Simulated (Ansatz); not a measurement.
**What PbS2 (model cell, started as fluorite) distorts into**

Aim: this structure of PbS2 (model cell, started as fluorite) is to be tested for unstable modes, and one is followed downhill.

Method: DFT PBEsol, scalar-relativistic, plane waves, PAW, in Ansatz 0.2.0.

The structure was built from a prototype and need not be the compound's stable phase.

## Step 1: The starting structure

It takes space group Fm-3m (No. 225, cubic). The conventional cell has a = 6.648 Å, b = 6.648 Å, c = 6.648 Å, α = 90.00°, β = 90.00°, γ = 90.00°. Nearest to Pb lie 8 S at 2.88 Å. Nearest to S lie 4 Pb at 2.88 Å. Farther neighbours and most contacts between anions are not listed.

## Step 2: Phonons on a q mesh

The cell comes from relaxations at this level that are not shown. Stability and thermal properties need the whole zone. Linear response on a 4×4×4 q mesh gives force constants as far as a supercell of that size would.

input.yaml reads:

```yaml
crystal:
  lattice:
    - [0.0, 3.3238060899, 3.3238060899]
    - [3.3238060899, 0.0, 3.3238060899]
    - [3.3238060899, 3.3238060899, 0.0]
  atoms:
    - { symbol: Pb, position: [0.0, 0.0, 0.0] }
    - { symbol: S, position: [0.25, 0.25, 0.25] }
    - { symbol: S, position: [0.75, 0.75, 0.75] }
kpoints:
  mp_grid: { grid: [12, 12, 12] }
hamiltonian:
  xc: pbesol
scf:
  occupations: { method: methfessel_paxton, width: 0.15 }
output:
  eigenvalues: true
phonons:
  method: dfpt
  qmesh: [4, 4, 4]
  temperatures: { t_max: 1000, t_step: 50 }
  qpath:
    path:
      - [[0.0, 0.0, 0.0], [0.5, 0.0, 0.5], [0.625, 0.25, 0.625]]
      - [[0.375, 0.375, 0.75], [0.0, 0.0, 0.0], [0.5, 0.5, 0.5], [0.5, 0.25, 0.75], [0.5, 0.0, 0.5]]
    npoints: 10
```

Launch:

```console
$ ansatz run input.yaml --threads 4 --pin off --max-ram 7168MiB --backend cpu --events-out ev --progress --plain --runs-dir out
```

Numbers of over 12 decimals in the logs are rounded to 6 here.

The log of the run:

```text
Warning: phonons: the dynamical matrix that this run interpolates holds no multipole term above the dipole-dipole one, and a site of this crystal is no centre of inversion, so its interpolated transverse optical and acoustic branches and sound speeds can stay off near Gamma, and the density of states and the thermodynamics with them. What a run solves at a wave vector of phonons.qpoints, Gamma apart, where the deck admits one, is free of this, and under fd what a larger phonons.supercell samples
Engine: ansatz 0.2.0, aarch64-unknown-linux-gnu
Pseudopotentials: kind: paw
Pseudopotential: Pb, paw, valence charge 14, recommended cutoff 420 eV (normal), Pb.paw.azcp
Pseudopotential: S, paw, valence charge 6, recommended cutoff 420 eV (normal), S.paw.azcp
Functional definition: PBEsol
  exchange = pbesol_x
  correlation = pbesol_c
Crystal: 3 atoms, lattice volume = 73.441 Å³
Basis set: ecut = 420 eV, 1459 PW (Γ), exchange–correlation on 64×64×64 points (8 copies of the dense FFT grid, shifted against one another)
Bands: 17, of which v1, the nominal top of the filled ones, is band 13 counted from 1 (12 counted from 0)
Symmetry: 48 space group operations
k-points: 72 of 1728
Non-local potential: Pb, projectors of the file, l = 0: 2, l = 1: 2, l = 2: 2, l = 3: 2
Non-local potential: S, projectors of the file, l = 0: 2, l = 1: 2, l = 2: 2
PAW form: soft (Blöchl's): semilocal exchange-correlation on the pseudo side does not see the compensation charge
PAW frozen core: Pb, regenerated for the run's functional, and the local potential with it (the file was generated under x = pbe(κ = 0.804, μ = 0.219515), c = pbe(β = 0.066725))
PAW frozen core: S, regenerated for the run's functional, and the local potential with it (the file was generated under x = pbe(κ = 0.804, μ = 0.219515), c = pbe(β = 0.066725))
PAW one-centre angular grid: Pb, 590 points (default); XC on 64 Gauss nodes
PAW one-centre angular grid: S, 110 points (default); XC on 64 Gauss nodes
Initial density: superposition of atomic densities (neutral atoms: chi_scale 0, normalization atom), corrected by the library's trained network
Initial wavefunctions: pseudopotential atomic-orbital guess
Functional: x = pbesol(κ = 0.804, μ = 0.123457), c = pbesol(β = 0.046)
SCF iter   1: F=—  HF=-13523.961316 eV  |F-HF|=—  |Δ(HF+E_count)|=         —  Δρ=5.95e-3  dr2=3.68e-2  ethr=1.77e-3  ⟨swp⟩=7.0  Hψ=6801  notcnv=0
preconditioner: auto → LDOS  [metal: Δε(μ)=0.009 eV  Ē_g=13.017 eV  σ=0.150 eV  W_gap=0.05  n_scr=14 (ndim 8)  ℏωp=22.1 eV  f_vac=0.047  D(μ)=4.28/eV (n_scr^D=50)  β→1.0]
SCF iter   2: F=—  HF=-13523.950727 eV  |F-HF|=—  |Δ(HF+E_count)|=   1.06e-2  S|Δr|=    0.00e0  Δρ=2.08e-3  dr2=6.00e-3  ethr=1.42e-4  ⟨swp⟩=2.1  Hψ=2308  notcnv=0
SCF iter   3: F=—  HF=-13523.949349 eV  |F-HF|=—  |Δ(HF+E_count)|=   1.38e-3  S|Δr|=    0.00e0  Δρ=9.81e-4  dr2=4.23e-4  ethr=2.31e-5  ⟨swp⟩=2.0  Hψ=2080  notcnv=0
SCF iter   4: F=—  HF=-13523.949240 eV  |F-HF|=—  |Δ(HF+E_count)|=   1.09e-4  S|Δr|=    0.00e0  Δρ=1.39e-4  dr2=1.82e-5  ethr=1.63e-6  ⟨swp⟩=2.0  Hψ=1888  notcnv=0
SCF iter   5: F=—  HF=-13523.949235 eV  |F-HF|=—  |Δ(HF+E_count)|=   4.45e-6  S|Δr|=    0.00e0  Δρ=2.52e-5  dr2=3.32e-7  ethr=6.99e-8  ⟨swp⟩=2.0  Hψ=2148  notcnv=0
SCF iter   6: F=—  HF=-13523.949236 eV  |F-HF|=—  |Δ(HF+E_count)|=   1.99e-7  S|Δr|=    0.00e0  Δρ=3.27e-6  dr2=1.16e-8  ethr=1.28e-9  ⟨swp⟩=2.1  Hψ=1724  notcnv=0
SCF iter   7: F=—  HF=-13523.949236 eV  |F-HF|=—  |Δ(HF+E_count)|=  2.89e-10  S|Δr|=    0.00e0  Δρ=4.15e-7  dr2=2.28e-10  ethr=4.46e-11  ⟨swp⟩=2.1  Hψ=2091  notcnv=0
SCF iter   8: F=-13523.949236 eV  HF=-13523.949236 eV  |F-HF|=3.64e-12  |Δ(HF+E_count)|=  7.09e-11  S|Δr|=    0.00e0  Δρ=8.05e-8  dr2=7.09e-12  ethr=1.00e-12  ⟨swp⟩=7.5  Hψ=7406  notcnv=0
SCF 1 converged in 8 iterations: F = -13523.949236 eV  dr2 = 7.09e-12
  greatest PAW one-centre occupation: 0.981 electrons in one spin orbital (limit 2), on the Pb atom at site 0 (counted from 0), in its partial waves of l = 2
Initial density: read from a saved state, or passed on in memory by an earlier SCF of this step, an earlier step, the calling program or the single point that the run made first
iter 1 solved again at ethr=5.94e-7 eV; its pass at ethr=3.10e-3 eV (dr2=1.54e-4 eV) is discarded
SCF iter   1: F=—  HF=-13523.949236 eV  |F-HF|=—  |Δ(HF+E_count)|=         —  Δρ=1.64e-6  dr2=9.16e-10  ethr=5.94e-7  ⟨swp⟩=3.4  Hψ=10023  notcnv=0
eigensolver tolerance schedule: the retry pair's looser diagonalisation over-reported the residual by 168566.59 of it (diagonalisation noise at an unbounded share of the residual, at the tolerance the schedule requests for it); recorded, not acted on — ethr = c·dr2/N_el stays at c = 1.0e-1
preconditioner: auto → LDOS  [metal: Δε(μ)=0.014 eV  Ē_g=12.999 eV  σ=0.150 eV  W_gap=0.08  n_scr=14 (ndim 8)  ℏωp=22.1 eV  f_vac=0.045  D(μ)=4.39/eV (n_scr^D=58)  β→1.0]
SCF iter   2: F=—  HF=-13523.949236 eV  |F-HF|=—  |Δ(HF+E_count)|=   5.71e-8  S|Δr|=    0.00e0  Δρ=2.19e-6  dr2=1.98e-9  ethr=3.52e-12  ⟨swp⟩=3.7  Hψ=3698  notcnv=0
SCF iter   3: F=—  HF=-13523.949236 eV  |F-HF|=—  |Δ(HF+E_count)|=  8.09e-10  S|Δr|=    0.00e0  Δρ=8.52e-7  dr2=2.41e-10  ethr=3.52e-12  ⟨swp⟩=2.0  Hψ=1891  notcnv=0
SCF iter   4: F=—  HF=-13523.949236 eV  |F-HF|=—  |Δ(HF+E_count)|=  8.00e-11  S|Δr|=    0.00e0  Δρ=4.90e-7  dr2=7.87e-11  ethr=1.00e-12  ⟨swp⟩=1.9  Hψ=1795  notcnv=0
SCF iter   5: F=—  HF=-13523.949236 eV  |F-HF|=—  |Δ(HF+E_count)|=  1.82e-11  S|Δr|=    0.00e0  Δρ=2.93e-7  dr2=2.85e-11  ethr=1.00e-12  ⟨swp⟩=1.0  Hψ=1224  notcnv=0
SCF iter   6: F=-13523.949236 eV  HF=-13523.949236 eV  |F-HF|=1.82e-12  |Δ(HF+E_count)|=  1.09e-11  S|Δr|=    0.00e0  Δρ=7.72e-8  dr2=1.96e-12  ethr=1.00e-12  ⟨swp⟩=1.4  Hψ=3165  notcnv=0
SCF 2 converged in 6 iterations: F = -13523.949236 eV  dr2 = 1.96e-12
phonons: the bands overlap, so this run is a metal and interpolates without the dipole-dipole term. If the crystal is really an insulator or semiconductor, its LO-TO splitting is missing
NSCF: frozen V_eff on 72 k-points
NSCF: frozen V_eff on 163 k-points
DFPT response loops at q = (0, 0, 0) (fractional): preconditioner auto → Kerker (q_TF=auto, 2.295 Å⁻¹) (partly filled bands, converged f_vac=0.045); β = 1.00, the filter's whole step (`scf.mixing.beta` (0.50) is not read by the response loops under this deck's `scf.mixing.preconditioner`; to damp them name `kerker` or `kerker_dos`, under which they read `scf.mixing.beta`, and type it under 1.00, their step now; both keys bind the ground state too); Broyden in place of MSR1
NSCF: frozen V_eff on 1872 k-points
DFPT response loops at q = (0, 0, 0.25) (fractional): mixed as the last ones told, above
NSCF: frozen V_eff on 952 k-points
DFPT response loops at q = (0, 0, -0.5) (fractional): mixed as the last ones told, above
NSCF: frozen V_eff on 1020 k-points
DFPT response loops at q = (0, 0.25, 0.25) (fractional): mixed as the last ones told, above
NSCF: frozen V_eff on 3456 k-points
DFPT response loops at q = (0, 0.25, -0.5) (fractional): mixed as the last ones told, above
NSCF: frozen V_eff on 1872 k-points
DFPT response loops at q = (0, 0.25, -0.25) (fractional): mixed as the last ones told, above
NSCF: frozen V_eff on 560 k-points
DFPT response loops at q = (0, -0.5, -0.5) (fractional): mixed as the last ones told, above
NSCF: frozen V_eff on 1020 k-points
DFPT response loops at q = (0.25, -0.5, -0.25) (fractional): mixed as the last ones told, above
SCF converged after 8 iterations
Stability not checked: this state was not tested for a lower state beside it, because cold or Methfessel-Paxton smearing, or corrected tetrahedra, fill the levels in a way that the test cannot read (fill_not_monotonic; see scf.lower_state_search)
Free energy (F): -13523.949236 eV
Harris-Foulkes:  -13523.949236 eV  (|F-HF|=3.64e-12)
Internal energy: -13523.948681 eV  (E = F + TS)
E sigma→0 (E₀):  -13523.949097 eV
Entropy (-TS):   -0.000554 eV (-0.185 meV/atom)
Fermi energy:    6.623675 eV
--- Per-component energies (eV) ---
  E_band       = -70.461720
  E_kinetic    = 498.304401
  E_local      = -1455.741570  (includes V_loc(G=0)·N_el)
  E_nonlocal   = 411.175227
  E_hartree    = 563.134595
  E_xc         = -408.660018
  E_vxc        = -304.092527  (∫ρ·V_xc dr)
  E_paw        = -11424.721980  (= ΣΔE_a)
  E_vpaw       = -346.376456  (= ΣTr[D̂ρ^β])
  E_aug_tail   = 0.000048  (compensation charges beyond the density's cutoff)
  E_ewald      = -1707.625400
  E_core_change = 0.186015  (= ΣΔE_core)
  E_smearing   = -0.000554  (= −TS)
  E_closure    = 0.000000  (closes the sum)
  Σ components = -13523.949236   (vs F -13523.949236, Δ=0.00e0)
--- Band table (eV; the first three rows and the last of 72) ---
  k-point 0: bands = [... 9 lower, 4.2991, 4.2991, 5.4891, 5.4891, 5.4891, 9.2650, 9.2650, 9.2650]
  k-point 1: bands = [... 9 lower, 4.2580, 4.2580, 5.4611, 5.4611, 5.8731, 9.3473, 9.3722, 9.3722]
  k-point 2: bands = [... 9 lower, 4.1557, 4.1557, 5.3776, 5.3776, 6.4880, 9.6849, 9.6849, 9.7027]
  k-point 71: bands = [... 9 lower, 4.2112, 4.2112, 6.3145, 6.9101, 7.0378, 11.1566, 12.0477, 12.0477]
--- Phonons (Γ-DFPT): 2 representative perturbations + reference (Σ response iterations 6) ---
  ASR residual: 6.092e-5 → 0.000e0 eV/Å²; symmetrization residual: 6.831e-6 eV/Å²
  ASR residual per site (eV/Å²): 4.24e-5 6.09e-5 6.09e-5
  Γ frequencies (cm⁻¹): 0.00 0.00 0.00 108.60 108.60 108.60 116.58 116.58 116.58
--- Phonons (arbitrary-q DFPT): 8 irreducible q on the 4×4×4 mesh ---
  q = [0.0000, 0.0000, 0.0000] (star 1, of the zone-centre solve; hermiticity 5.58e-6, symmetrization 6.43e-12): -0.00 -0.00 0.00 108.60 108.60 108.60 116.58 116.58 116.58
  q = [0.0000, 0.0000, 0.2500] (star 8, 2 solved perturbations on 936 of 1728 k-point pairs; hermiticity 2.94e-6, symmetrization 3.43e-7): -63.23 -63.23 -40.57 44.26 89.03 89.03 101.76 108.93 108.93
  q = [0.0000, 0.0000, -0.5000] (star 4, 2 solved perturbations on 476 of 1728 k-point pairs; hermiticity 8.91e-6, symmetrization 5.99e-6): -140.26 -86.24 -80.18 -80.18 74.46 74.46 80.18 99.31 99.31
  q = [0.0000, 0.2500, 0.2500] (star 6, 4 solved perturbations in 1608 linear systems a pass and spin channel, the states on 510 of 1728 k-point pairs; hermiticity 1.15e-6, symmetrization 7.22e-9): -84.95 -36.25 -36.25 28.79 75.38 75.38 91.50 129.37 129.37
  q = [0.0000, 0.2500, -0.5000] (star 24, 4 solved perturbations in 5328 linear systems a pass and spin channel, the states on 1728 of 1728 k-point pairs; hermiticity 1.33e-6, symmetrization 1.04e-7): -150.57 -90.55 -84.17 -34.22 7.58 32.86 86.98 115.46 121.73
  q = [0.0000, 0.2500, -0.2500] (star 12, 4 solved perturbations in 2892 linear systems a pass and spin channel, the states on 936 of 1728 k-point pairs; hermiticity 3.04e-6, symmetrization 2.02e-7): -94.90 -64.07 -44.12 -38.57 29.46 46.19 100.07 109.70 122.18
  q = [0.0000, -0.5000, -0.5000] (star 3, 4 solved perturbations in 886 linear systems a pass and spin channel, the states on 280 of 1728 k-point pairs; hermiticity 6.13e-7, symmetrization 4.91e-8): -217.12 -75.27 -75.27 -59.71 -59.71 62.86 80.92 116.35 116.35
  q = [0.2500, -0.5000, -0.2500] (star 6, 4 solved perturbations in 1544 linear systems a pass and spin channel, the states on 510 of 1728 k-point pairs; hermiticity 2.67e-6, symmetrization 3.25e-7): -159.97 -111.91 -63.90 -49.73 -49.73 70.45 96.06 96.06 112.54
  sum rule: each row above includes the acoustic sum rule's correction from the zone centre's row sums; it moved no ω² by more than (0.72 cm⁻¹)²
  mesh force constants: q→R imaginary residual 5.87e-18; ASR residual 6.092e-5 → 0.000e0 eV/Å²; symmetrization residual 1.776e-15 eV/Å²
  interpolated dispersion: 62 rows × 9 modes
  density of states and harmonic sums: on the 16×16×16 q-mesh, interpolated from the force constants of a 4×4×4 supercell (no non-analytic term)
  largest difference from the sums on the solved wave vectors: F 9.04e-2 eV, S 1.05e-4 and C_V 1.63e-5 eV/K
  zero-point energy: 0.026419 eV/cell   skipped modes (ω ≤ 0): 576, of them read as no rigid motion or as one in doubt: 573 (4.071e0 modes/cell left out, lowest -217.12 cm⁻¹)   left out of the sums: 4.52e-1 of the cell's modes: C_V's classical limit lies that fraction below 3 k_B per atom; for a crystal, a wire or a layer, F and S can be off by more, and a phonons.interpolated_qmesh denser along its periods is the remedy for the sampling
```

Wall time 10 min (4 threads of Arm Neoverse V1, shared host); peak memory 4 GiB; 41 min of CPU time.

Reading the cycles: dr2 is the Hartree energy of the density residual (eV), the measure of convergence; HF is the Harris–Foulkes estimate of the energy, which meets the free energy F at convergence.

Numbers from this step:

```
volume per atom                                         : 24.48 Å³
gap on the k-mesh                                       : 0 eV
sum-rule residual before enforcement                    : 6.09e-5 eV/Å²
lowest frequency on the path                            : -217.1 cm⁻¹
point group                                             : m-3m
highest frequency on the path or at a solved wavevector : 129.4 cm⁻¹
highest optical mode at the zone centre (no LO-TO term) : 116.6 cm⁻¹
lowest optical zone-centre mode                         : 108.6 cm⁻¹
lowest mode on the q mesh (acoustic modes at Γ apart)   : -217.1 cm⁻¹
```

Frequencies (cm⁻¹) solved at each irreducible wavevector; negative means imaginary. Frequencies by wavevector, by row:

| q in reciprocal lattice units | star | mode 1 | mode 2 | mode 3 | mode 4 | mode 5 | mode 6 | mode 7 | mode 8 | mode 9 |
| --- | --- | --- | --- | --- | --- | --- | --- | --- | --- | --- |
| 0 0 0 | 1 | 0 | 0 | 0 | 108.6 | 108.6 | 108.6 | 116.6 | 116.6 | 116.6 |
| 0 0 0.25 | 8 | -63.2 | -63.2 | -40.6 | 44.3 | 89 | 89 | 101.8 | 108.9 | 108.9 |
| 0 0 -0.5 | 4 | -140.3 | -86.2 | -80.2 | -80.2 | 74.5 | 74.5 | 80.2 | 99.3 | 99.3 |
| 0 0.25 0.25 | 6 | -85 | -36.2 | -36.2 | 28.8 | 75.4 | 75.4 | 91.5 | 129.4 | 129.4 |
| 0 0.25 -0.5 | 24 | -150.6 | -90.5 | -84.2 | -34.2 | 7.6 | 32.9 | 87 | 115.5 | 121.7 |
| 0 0.25 -0.25 | 12 | -94.9 | -64.1 | -44.1 | -38.6 | 29.5 | 46.2 | 100.1 | 109.7 | 122.2 |
| 0 -0.5 -0.5 | 3 | -217.1 | -75.3 | -75.3 | -59.7 | -59.7 | 62.9 | 80.9 | 116.3 | 116.3 |
| 0.25 -0.5 -0.25 | 6 | -160 | -111.9 | -63.9 | -49.7 | -49.7 | 70.5 | 96.1 | 96.1 | 112.5 |

Interpolated from a 4×4×4 q mesh. The phonon branches at the labelled points (cm⁻¹):

| point | branch 1 | branch 2 | branch 3 | branch 4 | branch 5 | branch 6 | branch 7 | branch 8 | branch 9 |
| --- | --- | --- | --- | --- | --- | --- | --- | --- | --- |
| Γ | 0 | 0 | 0 | 109 | 109 | 109 | 117 | 117 | 117 |
| halfway | -85 | -36 | -36 | 29 | 75 | 75 | 92 | 129 | 129 |
| X | -217 | -75 | -75 | -60 | -60 | 63 | 81 | 116 | 116 |
| halfway | -203 | -86 | -84 | -60 | -55 | 70 | 76 | 115 | 117 |
| U | -171 | -91 | -90 | -61 | -41 | 62 | 78 | 114 | 118 |
| jump to K | -171 | -91 | -90 | -61 | -41 | 62 | 78 | 114 | 118 |
| halfway | -65 | -39 | -24 | -9 | 35 | 85 | 102 | 113 | 122 |
| Γ | 0 | 0 | 0 | 109 | 109 | 109 | 117 | 117 | 117 |
| halfway | -63 | -63 | -41 | 44 | 89 | 89 | 102 | 109 | 109 |
| L | -140 | -86 | -80 | -80 | 74 | 74 | 80 | 99 | 99 |
| halfway | -134 | -95 | -76 | -48 | -15 | 31 | 92 | 107 | 120 |
| W | -160 | -112 | -64 | -50 | -50 | 70 | 96 | 96 | 112 |
| halfway | -192 | -96 | -81 | -64 | -46 | 74 | 74 | 114 | 116 |
| X | -217 | -75 | -75 | -60 | -60 | 63 | 81 | 116 | 116 |

The phonon branches as a text plot (rows in cm⁻¹):

```
    122 |**********************************          ****     ***
    108 |***            ********* **************  *************
     93 |  *********        ***  ****    *****  ************
     79 |   ****    ********    * **      *  *****          *****
     64 |           **** **    *                  **     ***  ***
     50 |       ****       *     *         **       **  *
     36 |      **            *******      **         **
     21 |    **  *          ***     *    *             *
      7 |*   **                      ****    *
     -8 | **                    *   **  *             **
    -22 |  ****            **   **** *   *
    -37 |      *  **      *  ****   *     * *           *   **
    -51 |       **  *  ***  ***   **       *          ******  **
    -66 |         ****************          ***     **  *********
    -80 |      *     ***   *   *             ***********    *****
    -94 |               ***                   *   **  ***    **
   -109 |                    **                     **   ****
   -123 |                   *                  *   ***
   -138 |       *                               ***   **
   -152 |                  *                            **
   -167 |        *        *                               **
   -181 |                *                                  **
   -195 |         **    *                                     *
   -210 |           ****                                       **
         Γ           X  U|K            Γ         L        W     X
```

Symmetry leaves 8 wavevectors to solve. The lowest mode among them, the acoustic zeros apart, lies at q = (0, -0.5, -0.5) and is imaginary, 217.1i cm⁻¹, so the energy falls along it.

## Step 3: The mode frozen in, largest atomic shift 0 Å

The mode followed lies at q = (0, -0.5, -0.5) with frequency 217.1i cm⁻¹, the softest among the wavevectors solved. At small amplitude the distorted cell has space group no. 137 by a symmetry search on the positions. The undistorted cell that holds it gives the zero of energy on the same k mesh.

System of this step: PbS2 (model cell, started as fluorite). Symmetry: Fm-3m, No. 225, cubic system. Conventional cell: a = 6.648 Å, b = 6.648 Å, c = 6.648 Å, α = 90.00°, β = 90.00°, γ = 90.00°. Nearest to Pb lie 8 S at 2.88 Å. Nearest to S lie 4 Pb at 2.88 Å. Farther neighbours and most contacts between anions are not listed.

input.yaml reads:

```yaml
crystal:
  lattice:
    - [0.0, -3.3238060899, -3.3238060899]
    - [0.0, 3.3238060899, -3.3238060899]
    - [6.6476121797, 0.0, 0.0]
  atoms:
    - { symbol: Pb, position: [0.5, 0.5, 0.5] }
    - { symbol: Pb, position: [0.0, 0.0, 0.0] }
    - { symbol: S, position: [0.0, 0.5, 0.75] }
    - { symbol: S, position: [0.5, 0.0, 0.25] }
    - { symbol: S, position: [1.0, 0.5, 0.25] }
    - { symbol: S, position: [0.5, 0.0, 0.75] }
kpoints:
  mp_grid: { grid: [8, 8, 6] }
hamiltonian:
  xc: pbesol
scf:
  occupations: { method: methfessel_paxton, width: 0.15 }
output:
  forces: true
  stress: true
  eigenvalues: true
```

The log of the run:

```text
[...]
Crystal: 6 atoms, lattice volume = 146.881 Å³
Basis set: ecut = 420 eV, 2887 PW (Γ), exchange–correlation on 64×64×90 points (8 copies of the dense FFT grid, shifted against one another)
Bands: 32, of which v1, the nominal top of the filled ones, is band 26 counted from 1 (25 counted from 0)
Symmetry: 32 space group operations
[...]
k-points: 60 of 384
[...]
k-point 0: bands = [... 22 lower, 5.4883, 5.4883, 5.5496, 6.8530, 6.8530, 7.1013, 9.2642, 9.2642, ... 2 higher]
  k-point 1: bands = [... 22 lower, 5.6163, 5.6619, 5.6619, 6.7764, 6.7764, 6.8490, 9.1572, 9.5147, ... 2 higher]
  k-point 2: bands = [... 22 lower, 5.8027, 5.9759, 5.9759, 6.2344, 6.5715, 6.5715, 9.0448, 9.5871, ... 2 higher]
  k-point 59: bands = [... 22 lower, 6.3137, 6.3137, 6.9093, 6.9093, 7.0370, 7.0370, 11.1554, 11.1554, ... 2 higher]
[key lines of the parts left out:]
SCF converged after 6 iterations
Free energy (F): -27047.900900 eV
Fermi energy:    6.621037 eV
P = ⅓ Tr σ = -0.0351 GPa (-0.351 kbar)
```

It took 4.7 s on 4 threads; peak memory 0.56 GiB.

Numbers from this step:

```yaml
pressure: -0.03509 GPa
energy_from_the_undistorted_cell: 0 meV/atom
```

The run ends at a pressure of -0.04 GPa.

[end of part 1 of 3]

[Logs are printed without paths, hosts, clocks, repeated set-up lines and the standing remarks that a program may print on its own settings, such as how far it seeks lower states.]

[Hosts, paths, dates, database ids (printed as entryN), source tags and the programs' standing remarks are cut or masked in the printed files.]
